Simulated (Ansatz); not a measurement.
**P_C in SiC (P6_3mc): charge-transition levels and formation energies**

Aim: at which Fermi levels does P_C in SiC (P6_3mc) change its charge? The model is a cell of 108 host atoms with 1 C taken out and 1 P put in.

Calculated with Ansatz 0.2.0; place-levels on r2SCAN runs: charge-transition levels and formation energies with image-charge correction and potential alignment at the atomic sites; PAW set soft_1.

Experimental background.

“Charge spill-out and work function of few-layer graphene on SiC(0001)” (2018, arxiv:1806.04908) quotes from earlier work for SiC, 6H (bulk crystal, literature): band gap (indirect gap, experimental literature value) 3.03 eV [Literature value cited in passing in the theory part; temperature and measurement method …].

## 1. The starting structure

The cell holds 108 atoms: 54 Si, 53 C and 1 P. Cell: a = 9.236 Å, b = 9.236 Å, c = 15.108 Å, α = 90.0°, β = 90.0°, γ = 120.0°. It derives from SiC (space group P6_3mc). Nearest the centre at fractional (0.556, 0.444, 0.542): P59 at 0.00 Å, Si89 at 1.89 Å, Si53 at 1.89 Å, Si101 at 1.89 Å, Si51 at 1.89 Å, C23 at 3.08 Å, C47 at 3.08 Å, C11 at 3.08 Å.

Known beforehand: the electronic dielectric constant, (7.09, 7.09, 7.35), and the static one, (10.43, 10.43, 10.95), computed on the host (DFPT, PBEsol, on the r2SCAN cell), and a cell off the functional's own equilibrium shifts the ionic part.

The cell's shortest repeat is 9.2 Å.

## 2. Charge states

Levels follow from differences of total energies between charge states, each relaxed by itself.

Each atom starts 0.05 Å or so off its site in a random direction: a symmetric start keeps its symmetry, and would miss off-centre moves and Jahn–Teller distortions. Forces are taken at one point at (¼, ¼, ¼). The cell holds 1 electron more than the neutral one, with a uniform background that keeps it neutral on the whole.

The sampling was tested on the host first: at the k-points planned (1x1x1 shifted 0.25 0.25 0.25) its energy lies -0.041 eV an atom from the dense-mesh value, a large miss, so this sampling is coarse for the host.

One state's input; the others differ in charge, spin, start and seed, and in occupations where the table says so.

File qm1.relax/input.yaml:

```yaml
crystal:
  lattice:
    - [9.23599493, 0.0, 0.0]
    - [-4.61799746, 7.99860624, 0.0]
    - [0.0, 0.0, 15.1078644]
  atoms:
    - { symbol: Si, position: [0.11111111, 0.22222222, 0.8329854] }
    - { symbol: Si, position: [0.22222222, 0.11111111, 0.3329854] }
[... 8 atom lines left out ...]
    - { symbol: C, position: [0.22222222, 0.11111111, 0.54152848] }
[... 11 atom lines left out ...]
    - { symbol: C, position: [0.22222222, 0.44444444, 0.54152848] }
[... 5 atom lines left out ...]
    - { symbol: Si, position: [0.0, 0.66666667, 0.49972248] }
[... 11 atom lines left out ...]
    - { symbol: Si, position: [0.33333333, 0.0, 0.49972248] }
[... 3 atom lines left out ...]
    - { symbol: C, position: [0.44444444, 0.22222222, 0.70799668] }
[... 1 atom line left out ...]
    - { symbol: C, position: [0.55555556, 0.11111111, 0.54152848] }
[... 2 atom lines left out ...]
    - { symbol: Si, position: [0.55555556, 0.44444444, 0.3329854] }
    - { symbol: Si, position: [0.55555556, 0.44444444, 0.66650102] }
[... 1 atom line left out ...]
    - { symbol: Si, position: [0.33333333, 0.33333333, 0.49972248] }
[... 2 atom lines left out ...]
    - { symbol: C, position: [0.33333333, 0.33333333, 0.37436694] }
    - { symbol: C, position: [0.44444444, 0.55555556, 0.70799668] }
[... 1 atom line left out ...]
    - { symbol: P, position: [0.55555556, 0.44444444, 0.54152848] }
[... 11 atom lines left out ...]
    - { symbol: C, position: [0.55555556, 0.77777778, 0.54152848] }
[... 17 atom lines left out ...]
    - { symbol: Si, position: [0.66666667, 0.33333333, 0.49972248] }
[... 2 atom lines left out ...]
    - { symbol: C, position: [0.66666667, 0.33333333, 0.37436694] }
    - { symbol: C, position: [0.77777778, 0.55555556, 0.70799668] }
[... 1 atom line left out ...]
    - { symbol: C, position: [0.88888889, 0.44444444, 0.54152848] }
[... 5 atom lines left out ...]
    - { symbol: Si, position: [0.66666667, 0.66666667, 0.49972248] }
[... 2 atom lines left out ...]
    - { symbol: C, position: [0.66666667, 0.66666667, 0.37436694] }
[... 2 atom lines left out ...]
    - { symbol: C, position: [0.88888889, 0.77777778, 0.54152848] }
    - { symbol: C, position: [0.77777778, 0.88888889, 0.04152848] }
  host:
    repeats: [3, 3, 1]
    atoms:
      - { symbol: Si, position: [0.33333333, 0.66666667, 0.8329854] }
      - { symbol: Si, position: [0.66666667, 0.33333333, 0.3329854] }
      # ... 10 more atoms of the perfect host
total_charge: -1
basis:
  ecutwfc: 500
  xc_grid: 2
hamiltonian:
  xc: r2scan
  pseudopotentials: { kind: paw, azcp: { folder: soft_1 } }
kpoints:
  mp_grid: { grid: [1, 1, 1], shift: [0.25, 0.25, 0.25] }
scf:
  occupations: { method: fixed }
  max_iter: 100
output:
  forces: true
  charged_corrections:
    epsilon: [7.09, 7.09, 7.35]
    static_epsilon: [10.43, 10.43, 10.95]
    defect_position: [0.555556, 0.444444, 0.541528]
relax:
  f_tol: 0.02
  max_steps: 80
  random_displacement: { amplitude: 0.05, seed: 3532 }
checkpoint:
  write: "../qm1.relax.run"
  compress: false
  write_wavefunctions: true
  write_every: 100000
```

On the command line:

```bash
> ansatz run input.yaml --threads 4 --pin off --max-ram 15073MiB --backend cpu --events-out ev --progress --plain --runs-dir out
```

Defect states can disperse in a cell of this size, so the energy is taken again at a 2×2×2 shifted mesh, on the relaxed structure.

The run of this state that the levels use, under r2SCAN:

File qm1.point/input.yaml:

```yaml
crystal:
  checkpoint: "../qm1.relax.run"
  host: checkpoint
total_charge: -1
basis:
  ecutwfc: 500
  xc_grid: 2
hamiltonian:
  xc: r2scan
  pseudopotentials: { kind: paw, azcp: { folder: soft_1 } }
kpoints:
  mp_grid: { grid: [2, 2, 2], shift: [0.5, 0.5, 0.5] }
scf:
  occupations: { method: fermi_dirac, width: 0.01 }
  max_iter: 100
output:
  forces: true
  eigenvalues: true
  charged_corrections:
    epsilon: [7.09, 7.09, 7.35]
    static_epsilon: [10.43, 10.43, 10.95]
    defect_position: [0.555556, 0.444444, 0.541528]
  eigenstates: { localisation: true }
  populations: true
  band_densities: [{ bands: [v1, v1] }, { bands: [c1, c1] }]
  write_density: true
  write_potential: true
  volumetric_format: npy
checkpoint:
  read: "../qm1.relax.run"
  write: "../qm1.point.run"
  compress: false
  write_wavefunctions: false
  write_every: 100000
```

Relaxations under r2SCAN at one point at (¼, ¼, ¼); times on 4 threads of Intel Xeon 6975P-C (Granite Rapids), shared host:

| charge | moment (μB) | occupations | outcome | steps | largest displacement against the far atoms (Å) | time |
| --- | --- | --- | --- | --- | --- | --- |
| −1 | 0 | fixed | converged | 8 | 0.31 | 96 s |
| 0 | 1 | fixed | converged | 6 | 0.29 | 2.9 min |
| +1 | 0 | fixed | converged | 7 | 0.28 | 80 s |
| −1 | 2 | fixed | converged | 6 | 0.29 | 2.8 min |

Single points under r2SCAN at a 2×2×2 shifted mesh; times on 4 threads of Intel Xeon 6975P-C (Granite Rapids), shared host:

```csv
charge,moment (μB),occupations,outcome,time
−1,0,fermi-dirac,converged,75 s
0,1,fermi-dirac,converged,2.9 min
+1,0,fermi-dirac,converged,74 s
−1,2,fermi-dirac,converged,2.8 min
```

Distances (Å) from P59 to the nearest atoms after relaxation with r2SCAN:

```
charge  moment (μB)       1.       2.       3.       4.      5.      6.
    −1            0  Si 2.14  Si 2.15  Si 2.15  Si 2.17  C 3.09  C 3.10
    −1            2  Si 2.14  Si 2.14  Si 2.14  Si 2.15  C 3.10  C 3.10
     0            1  Si 2.14  Si 2.14  Si 2.14  Si 2.15  C 3.10  C 3.10
    +1            0  Si 2.13  Si 2.14  Si 2.14  Si 2.14  C 3.11  C 3.11
```

## 3. place-levels, r2SCAN

A charged cell interacts with its images and the background, and its potential has another zero than the host's. place-levels removes the first by a point-charge model, screened by the static dielectric constant since the ions have relaxed around the charge, and the second by comparing potentials at atoms far from the defect.

The host is a run of the defect-free crystal in the same cutoffs, grids and k-points, so that basis and sampling errors cancel in part in the differences. The host is run in a cell of 12 atoms on a matching mesh. Its band edges are searched through the zone by a band path, so the gap is smaller than, or equal to, that on the mesh. Chemical potentials are energies per atom of C (diamond) and P (black phosphorus), run with the same functional and cutoff. Carbon is taken as diamond, which semilocal functionals can put about 0.1 eV an atom over graphite.

File levels.point.yaml:

```yaml
host:
  run: host.point.run
states: [qm1.point.run, q0_M1.point.run, qp1.point.run, qm1_M2.point.run]
geometry_from:
  qm1.point.run: qm1.relax.run
  q0_M1.point.run: q0_M1.relax.run
  qp1.point.run: qp1.relax.run
  qm1_M2.point.run: qm1_M2.relax.run
  host.point.run: host.relax.run
chemical_potentials:
  C:
    energy: -251.553391
    dataset: "<sha256 of the dataset>"
  P:
    energy: -759.166194
    dataset: "<sha256 of the dataset>"
epsilon: [7.09, 7.09, 7.35]
static_epsilon: [10.43, 10.43, 10.95]
vertical:
  - { from: qm1.point.run, to: qm1.point_neutral.run }
  - { from: qp1.point.run, to: qp1.point_neutral.run }
  - { from: qm1_M2.point.run, to: qm1_M2.point_neutral.run }
```

On the command line:

```bash
> ansatz place-levels levels.point.yaml -- --threads 4 --pin off --max-ram 15073MiB
```

Numbers of over 12 decimals in the logs are rounded to 6 here.

The program printed:

```text
[... repeated set-up lines and file paths are left out, and long positions are rounded to six places ...]
(+1/0) 2.421 eV above the valence edge, in the conduction band
(0/-1) 2.430 eV above the valence edge (+2.690 eV without the band-filling correction), in the conduction band
formation energy of charge +1: +0.953 eV with the Fermi level at the valence edge
formation energy of charge 0: +3.374 eV with the Fermi level at the valence edge
formation energy of charge -1: +5.804 eV with the Fermi level at the valence edge
vertical -1 to 0: no energy, since no alignment is typed
  the change from vertical[0].from (qm1.point.run) to vertical[0].to (qm1.point_neutral.run): by its potential at epsilon [7.09, 7.09, 7.35] it stands at 0.665 0.334 0.558, with an rms radius of about 6.8 Å (3.4 3.4 4.9 Å across the planes of the cell's [...]
vertical +1 to 0: no energy, since no alignment is typed
  the change from vertical[1].from (qp1.point.run) to vertical[1].to (qp1.point_neutral.run): by its potential at epsilon [7.09, 7.09, 7.35] it stands at 0.648 0.353 0.589, with an rms radius of about 5.9 Å (3.3 3.3 3.7 Å across the planes of the cell's [...]
vertical -1 to 0: no energy, since no alignment is typed
  the change from vertical[2].from (qm1_M2.point.run) to vertical[2].to (qm1_M2.point_neutral.run): by its potential at epsilon [7.09, 7.09, 7.35] it stands at 0.605 0.396 0.214, with an rms radius of about 6.7 Å (3.5 3.6 4.5 Å across the planes of the cell's [...]
  edges by r2scan, gap 2.368 eV; the host is sampled to repeats of 18.47 Å
  the defect's cells are sampled to repeats of 18.47 Å, like sampling
  charge +1: -48648.0267 eV with its correction of +0.253 eV, at epsilon [10.43, 10.43, 10.95], aligned at sites: +0.0865 eV, mean over 69 atomic sites at or beyond 4.62 Å from the host's site at [0.5553, 0.4447, 0.5416] by the defect at [0.5556, 0.4444, [...]
  charge 0: +0.000 eV for its dipole among its images, -0.002 omitted
  states[1] (q0_M1.point.run): levels filled in part (TS 0.002 eV): its energy is of no whole electron's
  charge -1: -48624.0475 eV with its correction of -0.046 eV, at epsilon [10.43, 10.43, 10.95], aligned at sites: +0.2126 eV, mean over 69 atomic sites at or beyond 4.62 Å from the host's site at [0.5553, 0.4447, 0.5416] by the defect at [0.5556, 0.4444, [...]
  states[0] (qm1.point.run): levels filled in part (TS 0.007 eV): its energy is of no whole electron's
  charge -1: states[3] (qm1_M2.point.run) stands 0.060 eV higher, with a moment of 2.00 μB against 0.00
  of states[2] (qp1.point.run): how wide its charge is, is not read beside other atoms or cores, and a band state would take no correction. [...]
  of states[1] (q0_M1.point.run): its sublattices stand up to 0.0281 Å off the host's, which by the two runs' forces adds about +0.02 eV to its energy against the host's, and moves the band edges: relax the crystal first, and build the cells on it; [...]
  of states[0] (qm1.point.run): it parts from the run at its places by a charge that spreads by about 3.4 Å along one vector (1.4 Å or more is wide), by its potential at epsilon [7.09, 7.09, 7.35], taken for that of held ions (one typed too small widens it), [...]
  of states[3] (qm1_M2.point.run): it parts from the run at its places by a charge that spreads by about 3.6 Å along one vector (1.4 Å or more is wide), by its potential at epsilon [7.09, 7.09, 7.35], taken for that of held ions (one typed too small widens [...]
  vertical[0].from (qm1.point.run): levels filled in part (TS 0.007 eV): its energy is of no whole electron's
  of vertical[0].from (qm1.point.run): its sublattices stand up to 0.0325 Å off the host's, which by the two runs' forces adds about +0.04 eV to its energy against the host's, and moves the band edges: relax the crystal first, and build the cells on it; [...]
  of vertical[0].to (qm1.point_neutral.run): stability_check_not_made
  of vertical[1].from (qp1.point.run): it parts from the run at its places by a charge that spreads by about 3.3 Å along one vector (1.4 Å or more is wide), by its potential at epsilon [7.09, 7.09, 7.35], taken for that of held ions (one typed too small [...]
  vertical[1].to (qp1.point_neutral.run): levels filled in part (TS 0.004 eV): its energy is of no whole electron's
  of vertical[1].to (qp1.point_neutral.run): its moments are held at its close (magnetization.spin_locking), by a field of 0.050 eV a Bohr magneton, and its energy and levels are of the state that this holds: a run that lets them go can end lower; [...]
  of vertical[2].from (qm1_M2.point.run): its sublattices stand up to 0.0344 Å off the host's, which by the two runs' forces adds about +0.03 eV to its energy against the host's, and moves the band edges: relax the crystal first, and build the cells on it; [...]
  vertical[2].to (qm1_M2.point_neutral.run): levels filled in part (TS 0.003 eV): its energy is of no whole electron's
  of vertical[2].to (qm1_M2.point_neutral.run): its moments are held at its close (magnetization.spin_locking), by a field of 0.028 eV a Bohr magneton, and its energy and levels are of the state that this holds: a run that lets them go can end lower; [...]
```

The job ended after 0.44 s (4 threads of Intel Xeon 6975P-C (Granite Rapids), shared host).

(Continued in part 2 of 2.)

[Logs are printed without paths, hosts, clocks, repeated set-up lines and the standing remarks that a program may print on its own settings, such as how far it seeks lower states.]

[Hosts, paths, dates, database ids (printed as entryN), source tags and the programs' standing remarks are cut or masked in the printed files.]

[Where a table of states has a column of steps, it counts the stored structures, which are thinned; the runs took as many ionic steps or more.]

[A defect's name tells the site on which it was built; relaxed atoms can leave that site.]

[For some hosts the program warned that the k-mesh of the response run may be too coarse for force constants and the static dielectric constant; such warnings are not shown here.]
